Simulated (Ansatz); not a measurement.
# Where Pb_Al puts its levels in the gap of AlN (F-43m)

Wanted: the transition levels of a substitutional impurity in AlN (F-43m), from a cell of 54 host atoms with 1 Al taken out and 1 Pb put in.

Program: Ansatz 0.2.0. Level of theory: place-levels on r2SCAN runs: charge-transition levels and formation energies with image-charge correction and potential alignment at the atomic sites; PAW set soft_1. Results are calculated unless marked as measured.

## Step 1: The structure

The cell holds 54 atoms: 26 Al, 27 N and 1 Pb. Cell: a = 9.269 Å, b = 9.269 Å, c = 9.269 Å, α = 60.0°, β = 60.0°, γ = 60.0°. It derives from AlN (space group F-43m). Nearest the centre at fractional (0.333, 0.667, 0.667): Pb35 at 0.00 Å, N34 at 1.89 Å, N18 at 1.89 Å, N30 at 1.89 Å, N36 at 1.89 Å, Al23 at 3.09 Å, Al31 at 3.09 Å, Al21 at 3.09 Å.

Structure file:

```xyz
54
Lattice="0.0000 6.5542 6.5542 6.5542 0.0000 6.5542 6.5542 6.5542 0.0000" Properties=species:S:1:pos:R:3 pbc="T T T"
Al    0.0000    0.0000    0.0000
N     1.0924    1.0924    1.0924
Al    2.1847    2.1847    0.0000
N     3.2771    3.2771    1.0924
Al    4.3695    4.3695    0.0000
N     5.4618    5.4618    1.0924
Al    2.1847    0.0000    2.1847
N     3.2771    1.0924    3.2771
Al    4.3695    2.1847    2.1847
N     5.4618    3.2771    3.2771
Al    6.5542    4.3695    2.1847
N     7.6466    5.4618    3.2771
Al    4.3695    0.0000    4.3695
N     5.4618    1.0924    5.4618
Al    6.5542    2.1847    4.3695
N     7.6466    3.2771    5.4618
Al    8.7389    4.3695    4.3695
N     9.8313    5.4618    5.4618
Al    0.0000    2.1847    2.1847
N     1.0924    3.2771    3.2771
Al    2.1847    4.3695    2.1847
N     3.2771    5.4618    3.2771
Al    4.3695    6.5542    2.1847
N     5.4618    7.6466    3.2771
Al    2.1847    2.1847    4.3695
N     3.2771    3.2771    5.4618
Al    4.3695    4.3695    4.3695
N     5.4618    5.4618    5.4618
Al    6.5542    6.5542    4.3695
N     7.6466    7.6466    5.4618
Al    4.3695    2.1847    6.5542
N     5.4618    3.2771    7.6466
Al    6.5542    4.3695    6.5542
N     7.6466    5.4618    7.6466
Pb    8.7389    6.5542    6.5542
N     9.8313    7.6466    7.6466
Al    0.0000    4.3695    4.3695
N     1.0924    5.4618    5.4618
Al    2.1847    6.5542    4.3695
N     3.2771    7.6466    5.4618
Al    4.3695    8.7389    4.3695
N     5.4618    9.8313    5.4618
Al    2.1847    4.3695    6.5542
N     3.2771    5.4618    7.6466
Al    4.3695    6.5542    6.5542
N     5.4618    7.6466    7.6466
Al    6.5542    8.7389    6.5542
N     7.6466    9.8313    7.6466
Al    4.3695    4.3695    8.7389
N     5.4618    5.4618    9.8313
Al    6.5542    6.5542    8.7389
N     7.6466    7.6466    9.8313
Al    8.7389    8.7389    8.7389
N     9.8313    9.8313    9.8313
```

The host's dielectric constants go in as inputs: 4.64 for the electrons alone, 8.51 with the ions, computed on the host (DFPT, PBEsol, on the r2SCAN cell), and a cell off the functional's own equilibrium shifts the ionic part.

The cell's shortest repeat is 9.3 Å.

## Step 2: What was run first

Levels follow from differences of total energies between charge states, each relaxed by itself.

Random displacements of about 0.05 Å break the site symmetry at the start, so that the relaxation can reach a distorted minimum if there is one. Forces are taken at one point at (¼, ¼, ¼). The cell holds 1 electron more than the neutral one, with a uniform background that keeps it neutral on the whole.

The sampling was tested on the host first: at the k-points planned (1x1x1 shifted 0.25 0.25 0.25) its energy lies 0.045 eV an atom from the dense-mesh value, so the final energies take a denser sampling.

One state's input; the others differ in charge, spin, start and seed, and in occupations where the table says so.

qm1.relax/input.yaml reads:

```yaml
crystal:
  lattice:
    - [0.0, 2.18472995, 2.18472995]
    - [2.18472995, 0.0, 2.18472995]
    - [2.18472995, 2.18472995, 0.0]
  atoms:
    - { symbol: Al, position: [0.0, 0.0, 0.0] }
    - { symbol: "N", position: [0.25, 0.25, 0.25] }
  supercell: [3, 3, 3]
  defects: [{ substitution: { at: 34, symbol: Pb } }]
total_charge: -1
basis:
  ecutwfc: 500
  xc_grid: 2
hamiltonian:
  xc: r2scan
  pseudopotentials: { kind: paw, azcp: { folder: soft_1 } }
kpoints:
  mp_grid: { grid: [1, 1, 1], shift: [0.25, 0.25, 0.25] }
scf:
  occupations: { method: fixed }
  max_iter: 100
output:
  forces: true
  charged_corrections: { epsilon: 4.64, static_epsilon: 8.51 }
relax:
  f_tol: 0.02
  max_steps: 80
  random_displacement: { amplitude: 0.05, seed: 4857 }
checkpoint:
  write: "../qm1.relax.run"
  compress: false
  write_wavefunctions: true
  write_every: 100000
```

The run is started by

```console
$ ansatz run input.yaml --threads 4 --pin off --max-ram 7536MiB --backend cpu --events-out ev --progress --plain --runs-dir out
```

Defect states can disperse in a cell of this size, so the energy is taken again at a 2×2×2 shifted mesh, on the relaxed structure.

The run of this state that the levels use, under r2SCAN:

qm1.point/input.yaml reads:

```yaml
crystal:
  checkpoint: "../qm1.relax.run"
  host: checkpoint
total_charge: -1
basis:
  ecutwfc: 500
  xc_grid: 2
hamiltonian:
  xc: r2scan
  pseudopotentials: { kind: paw, azcp: { folder: soft_1 } }
kpoints:
  mp_grid: { grid: [2, 2, 2], shift: [0.5, 0.5, 0.5] }
scf:
  occupations: { method: fermi_dirac, width: 0.01 }
  max_iter: 100
output:
  forces: true
  eigenvalues: true
  charged_corrections:
    epsilon: 4.64
    static_epsilon: 8.51
    defect_position: [0.333333, 0.666667, 0.666667]
  eigenstates: { localisation: true }
  populations: true
  band_densities: [{ bands: [v1, v1] }, { bands: [c1, c1] }]
  write_density: true
  write_potential: true
  volumetric_format: npy
checkpoint:
  read: "../qm1.relax.run"
  write: "../qm1.point.run"
  compress: false
  write_wavefunctions: false
  write_every: 100000
```

Relaxations under r2SCAN at one point at (¼, ¼, ¼); times on 4 threads of Arm Neoverse V1, shared host:

```tsv
charge	moment (μB)	occupations	outcome	steps	largest displacement against the far atoms (Å)	time
−1	0	fixed	converged	9	0.39	81 s
0	1	fixed	converged	6	0.32	2.1 min
+1	0	fixed	converged	5	0.24	50 s
+1	2	fixed	converged	16	0.48	5.4 min
```

Single points under r2SCAN at a 2×2×2 shifted mesh; times on 4 threads of Arm Neoverse V1, shared host:

```tsv
charge	moment (μB)	occupations	outcome	time
−1	0	fermi-dirac	converged	50 s
0	1	fermi-dirac	converged	2.1 min
+1	0	fermi-dirac	converged	51 s
+1	2	fermi-dirac	converged	2 min
```

Distances (Å) from Pb35 to the nearest atoms after relaxation with r2SCAN:

```tsv
charge	moment (μB)	1.	2.	3.	4.	5.	6.
−1	0	N 2.26	N 2.27	N 2.27	N 2.27	Al 3.09	Al 3.09
0	1	N 2.19	N 2.19	N 2.19	N 2.20	Al 3.13	Al 3.13
+1	0	N 2.10	N 2.10	N 2.10	N 2.11	Al 3.14	Al 3.14
+1	2	N 2.16	N 2.17	N 2.17	N 2.35	Al 3.14	Al 3.14
```

## Step 3: Levels against the band edges, r2SCAN

A charged cell interacts with its images and the background, and its potential has another zero than the host's. place-levels removes the first by a point-charge model, screened by the static dielectric constant since the ions have relaxed around the charge, and the second by comparing potentials at atoms far from the defect.

The host is a run of the defect-free crystal in the same cutoffs, grids and k-points, so that basis and sampling errors cancel in part in the differences. The host is run in a cell of 2 atoms on a matching mesh. Its band edges are searched through the zone by a band path, so the gap is smaller than, or equal to, that on the mesh. Chemical potentials are energies per atom of Al (fcc) and Pb (fcc), run with the same functional and cutoff.

levels.point.yaml reads:

```yaml
host:
  run: host.point.run
states: [qm1.point.run, q0_M1.point.run, qp1.point.run, qp1_M2.point.run]
geometry_from:
  qm1.point.run: qm1.relax.run
  q0_M1.point.run: q0_M1.relax.run
  qp1.point.run: qp1.relax.run
  qp1_M2.point.run: qp1_M2.relax.run
  host.point.run: host.relax.run
chemical_potentials:
  Al:
    energy: -540.418346
    dataset: <sha256 of the dataset>
  Pb:
    energy: -11922.911313
    dataset: "<sha256 of the dataset>"
epsilon: 4.64
static_epsilon: 8.51
vertical:
  - { from: qm1.point.run, to: qm1.point_neutral.run }
  - { from: qp1.point.run, to: qp1.point_neutral.run }
  - { from: qp1_M2.point.run, to: qp1_M2.point_neutral.run }
```

The run is started by

```console
$ ansatz place-levels levels.point.yaml -- --threads 4 --pin off --max-ram 7536MiB
```

Numbers of over 12 decimals in the logs are rounded to 6 here.

What it wrote:

```text
[... repeated set-up lines and file paths are left out, and long positions are rounded to six places ...]
(+1/0) 3.227 eV above the valence edge, 0.691 eV under the conduction edge
(0/-1) 4.095 eV above the valence edge, in the conduction band
formation energy of charge +1: +4.343 eV with the Fermi level at the valence edge
formation energy of charge 0: +7.570 eV with the Fermi level at the valence edge
formation energy of charge -1: +11.665 eV with the Fermi level at the valence edge
vertical -1 to 0: no energy, since no alignment is typed
  the change from vertical[0].from (qm1.point.run) to vertical[0].to (qm1.point_neutral.run): by its potential at epsilon 4.64 it stands at 0.380 0.713 0.714, with an rms radius of about 1.8 Å (1.0 1.0 1.0 Å across the planes of the cell's vectors); [...]
vertical +1 to 0: no energy, since no alignment is typed
  the change from vertical[1].from (qp1.point.run) to vertical[1].to (qp1.point_neutral.run): by its potential at epsilon 4.64 it stands at 0.373 0.706 0.706, with an rms radius of about 1.9 Å (1.1 1.1 1.1 Å across the planes of the cell's vectors); [...]
vertical +1 to 0: no energy, since no alignment is typed
  the change from vertical[2].from (qp1_M2.point.run) to vertical[2].to (qp1_M2.point_neutral.run): by its potential at epsilon 4.64 it stands at 0.425 0.794 0.758, with an rms radius of about 3.0 Å (1.2 2.5 1.2 Å across the planes of the cell's vectors); [...]
  edges by r2scan, gap 3.918 eV; the host is sampled to repeats of 18.54 Å
  the defect's cells are sampled to repeats of 18.54 Å, like sampling
  charge +1: -36452.6846 eV with its correction of +0.752 eV, at epsilon 8.51, aligned at sites: +0.4559 eV, mean over 19 atomic sites at or beyond 4.63 Å from the host's site at [0.3332, 0.6666, 0.6666] by the defect at [0.3333, 0.6667, 0.6667], with [...]
  charge 0: +0.000 eV for its dipole among its images, +0.000 omitted
  charge -1: -36431.9615 eV with its correction of -0.222 eV, at epsilon 8.51, aligned at sites: +0.5180 eV, mean over 19 atomic sites at or beyond 4.63 Å from the host's site at [0.3332, 0.6666, 0.6666] by the defect at [0.3333, 0.6667, 0.6667], with [...]
  charge +1: states[3] (qp1_M2.point.run) stands 3.243 eV higher, with a moment of 2.00 μB against 0.00
  states[3] (qp1_M2.point.run): levels filled in part (TS 0.003 eV): its energy is of no whole electron's
  of states[2] (qp1.point.run): its alignment with the host at atomic sites is doubtful: the mean over the far sites moves by +0.0660 eV from their farther parts to their nearer, more than 0.05 eV. [...]
  of states[1] (q0_M1.point.run): its alignment with the host at atomic sites is doubtful: the mean over the far sites moves by +0.2353 eV from their farther parts to their nearer, more than 0.05 eV. [...]
  of states[0] (qm1.point.run): its alignment with the host at atomic sites is doubtful: the mean over the far sites moves by +0.4004 eV from their farther parts to their nearer, more than 0.05 eV. [...]
  of states[3] (qp1_M2.point.run): it parts from the run at its places by a charge that spreads by about 2.5 Å along one vector (1.3 Å or more is wide), by its potential at epsilon 4.64, taken for that of held ions (one typed too small widens it), where the [...]
  of vertical[0].to (qm1.point_neutral.run): stability_check_not_made
  of vertical[1].to (qp1.point_neutral.run): stability_check_not_made
  vertical[2].from (qp1_M2.point.run): levels filled in part (TS 0.003 eV): its energy is of no whole electron's
  of vertical[2].from (qp1_M2.point.run): its moments are held at its close (magnetization.spin_locking), by a field of 1.298 eV a Bohr magneton, and its energy and levels are of the state that this holds: a run that lets them go can end lower; [...]
  of vertical[2].to (qp1_M2.point_neutral.run): it set out from the moments of a save, which an earlier run chose (saved_moments_taken); stability_check_not_made
```

Run time: 0.44 s. Hardware: 4 threads of Arm Neoverse V1, shared host.

Levels between the charges placed, in eV above the valence top:

```tsv
	gap (eV)	(+1/0)	(0/−1)
r2SCAN	3.92	3.23	4.09
```

Corrections by state:

```tsv
charge	moment (μB)	image terms and alignment (eV)	band filling (eV)	ε used	over the lowest of its charge, as the program ranks them, band filling apart (eV)
+1	0.0	0.752	-	8.51	0.000
0	1.0	0.000	-	-	0.000
−1	0.0	-0.222	-	8.51	0.000
+1	2.0	0.695	-	8.51	3.243
```

The charged structures listed were also run neutral, and place-levels reads from each pair, by the potential or the spins, how wide the charge is by which they differ; that can be the carrier of either run.

```tsv
charge	rms radius (Å)	spread where it is widest against the cell (Å)	wide from (Å)	reading
+1	1.9	1.11	1.31	narrow
−1	1.8	1.04	1.31	narrow
```

The neutral runs of these pairs need not share the spin of the lowest neutral state, and very wide values only mean spread over the cell.

From the program's caveats on the states, each cut to its opening words:

- charge +1: its alignment with the host at atomic sites is doubtful: the mean over the far sites moves by +0.0660 eV from their farther parts to their nearer, more than [...]
- charge 0 (1 μB): its alignment with the host at atomic sites is doubtful: the mean over the far sites moves by +0.2353 eV from their farther parts to their nearer, more than [...]
- charge 0 (1 μB), +1 (2 μB): flagged: stability check not made
- charge −1: its alignment with the host at atomic sites is doubtful: the mean over the far sites moves by +0.4004 eV from their farther parts to their nearer, more than [...]
- charge +1 (2 μB): it parts from the run at its places by a charge that spreads by about 2.5 Å along one vector (1.3 Å or more is wide), by its potential at epsilon 4.64, taken [...]
- charge +1 (2 μB): its moments are held at its close (magnetization.spin_locking), by a field of 1.298 eV a Bohr magneton, and its energy and levels are of the state that this [...]

Chemical potentials of the elements' reference phases, run alike. Formation energies (elemental references), with the Fermi level at the valence top and at the conduction bottom (gap 3.92 eV):

```tsv
charge	at valence top (eV)	at conduction bottom (eV)	correction included (eV)
+1	4.34	8.26	0.75
0	7.57	7.57	0.00
−1	11.66	7.75	-0.22
```

Fermi level (eV), lowest formation energy (eV) and a bar from the least value:
```
     0.00       4.34 
     0.36       4.70 ###
     0.71       5.06 #######
     1.07       5.41 ##########
     1.42       5.77 #############
     1.78       6.12 #################
     2.14       6.48 ####################
     2.49       6.84 #######################
     2.85       7.19 ###########################
     3.21       7.55 ##############################
     3.56       7.57 ##############################
     3.92       7.57 ##############################
```

## Step 4: The same at the relaxations' own k-points

The relaxations' own energies give the levels at their sampling, for comparison.

levels.relax_mesh.yaml reads:

```yaml
host:
  run: host.relax.run
states: [qm1.relax.run, q0_M1.relax.run, qp1.relax.run, qp1_M2.relax.run]
chemical_potentials:
  Al:
    energy: -540.418346
    dataset: <sha256 of the dataset>
  Pb:
    energy: -11922.911313
    dataset: "<sha256 of the dataset>"
```

The run is started by

```console
$ ansatz place-levels levels.relax_mesh.yaml -- --threads 4 --pin off --max-ram 7536MiB
```

What it wrote:

```text
(+1/0) 2.996 eV above the valence edge, 0.874 eV under the conduction edge
(0/-1) 3.834 eV above the valence edge, 0.036 eV under the conduction edge
formation energy of charge +1: +4.492 eV with the Fermi level at the valence edge
formation energy of charge 0: +7.487 eV with the Fermi level at the valence edge
formation energy of charge -1: +11.321 eV with the Fermi level at the valence edge
  edges by r2scan, gap 3.870 eV; the host is sampled to repeats of 9.27 Å
[... the lines on each state left out ...]
```

Run time: 0.13 s. Hardware: 4 threads.

Levels between neighbouring charges, in eV above the valence top:

```tsv
	gap (eV)	(+1/0)	(0/−1)
one point at (¼, ¼, ¼)	3.87	3.00	3.83
a 2×2×2 shifted mesh	3.92	3.23	4.09
```

Going from one point at (¼, ¼, ¼) to a 2×2×2 shifted mesh moves the levels that carry no band-filling term by up to 0.26 eV and formation energies against the elements by up to 0.34 eV.

## Step 5: Outcome

* gap of the host: 3.92 eV (r2SCAN)
* level (plus 1/0): 3.23 eV above the valence top
* level (0/minus 1): 4.09 eV above the valence top, past the conduction bottom
* lowest of the charges placed, just above the valence top (0.02 eV): +1
* lowest of the charges placed, just below the conduction bottom (0.02 eV): 0
* lowest formation energy at mid-gap of the charges run, elemental references: 6.30 eV

What this shows: Of the charges placed (−1, 0 and +1), the lowest changes at 3.23 eV (+1/0) above the valence top, in a gap of 3.92 eV. (+1/0) lies nearer to a band edge than the share of the finite-size correction in it (0.75 eV), and that correction holds for a localised charge alone. Charges above +1 were not placed, so these runs say nothing of levels that involve them. States placed: +1 at 0 μB and 2 μB; 0 at 1 μB; −1 at 0 μB. Other spin states or structures, where not listed, weren't placed. Pb is taken at its element; compounds, which aren't counted here, bound the chemical potentials and would shift these formation energies. Going from one point at (¼, ¼, ¼) to a 2×2×2 shifted mesh moves the levels that carry no band-filling term by up to 0.26 eV and formation energies against the elements by up to 0.34 eV. The program doubts the alignment of potentials for at least one state, a sign that the cell is small. What this leaves open: r2SCAN makes the gap too small and tends to spread out bound carriers; where a gas molecule sets a chemical potential or the host's formation energy, its binding is uncorrected; spin–orbit coupling, which can matter with heavy atoms, is left out; force components of up to 0.39 eV/Å remain in a run at the final settings.

[Logs are printed without paths, hosts, clocks, repeated set-up lines and the standing remarks that a program may print on its own settings, such as how far it seeks lower states.]

[Hosts, paths, dates, database ids (printed as entryN), source tags and the programs' standing remarks are cut or masked in the printed files.]

[Where a table of states has a column of steps, it counts the stored structures, which are thinned; the runs took as many ionic steps or more.]

[A defect's name tells the site on which it was built; relaxed atoms can leave that site.]

[For some hosts the program warned that the k-mesh of the response run may be too coarse for force constants and the static dielectric constant; such warnings are not shown here.]
